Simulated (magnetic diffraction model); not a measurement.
# Moment size from magnetic intensity in DyHoTe3

Space group R3m (no. 160), a = 4.4540 Å, c = 31.1860 Å.

```csv
site,atom,x,y,z
3a,Ho,1/3,2/3,0.2706
3a,Dy,1/3,2/3,0.0651
3a,Te,0,0,0.2164
3a,Te,2/3,1/3,0.1161
3a,Te,2/3,1/3,0.3294
```

This is a made-up structure (elements placed in a structure type, unrelaxed), so the numbers test the method and describe no known phase.

Only Ho and Dy are taken to order (form factors of Ho3+ and Dy3+); orders and moment sizes are assumed, and not adapted to the symmetry. Radiation: neutrons of λ = 2.52 Å (absorption by Dy left out), 8° to 65°; isotropic B of 0.13 Å² (Ho), 0.15 Å² (Dy) and 0.15 Å² (Te). Simulated constant-wavelength pattern: nuclear and magnetic terms add, the magnetic one as |2.695 fm × Σ f S⊥ exp(2πi Q·r) exp(−B s²)|², summed over all Q at one angle with the factor 1/(sin²θ cos θ). For collinear order S is the moment m, which repeats by lattice and centring translations R with the sign exp(−2πi k·R). Free-ion form factors, Sears's scattering lengths of 1992, no absorption; a label names one of the reflections at its angle. The strongest nuclear line in the range is 100, and lines under 0.2 are left out.

In a first state the assumed order is k = (0 0 0), collinear moments along [101], 8.9 μB on Ho and 8.2 μB on Dy; signs + at (1/3, 2/3, 0.2706), − at (1/3, 2/3, 0.0651), with this pattern:

```
2θ (°)     index  nuclear  magnetic
 13.92   (0 0 3)     23.9       6.9
 28.06   (0 0 6)     14.4       0.8
 38.43   (1 0 1)     13.2      52.6
 39.33   (0 1 2)      6.2     122.2
 42.65   (0 0 9)      1.7       0.2
 42.75   (1 0 4)      6.1      26.9
 45.17   (0 1 5)    100.0       0.7
 51.20   (1 0 7)      4.2      45.0
 54.72   (0 1 8)     12.3      29.2
 58.00  (0 0 12)      1.3       0.4
 62.60  (1 0 10)     46.0       0.7
```

**Question.** Nearer the ordering temperature the line at 39.33° has total intensity 36.7 on the same scale, and all moments have shrunk alike. How large is the Ho moment?

The nuclear part, 6.2, stays, so the magnetic part is 30.5 against 122.2. It goes as m², so m = 8.9 × √(30.5/122.2) = 4.45 μB; the value used was 4.45 μB.

[Logs are printed without paths, hosts, clocks, repeated set-up lines and the standing remarks that a program may print on its own settings, such as how far it seeks lower states.]
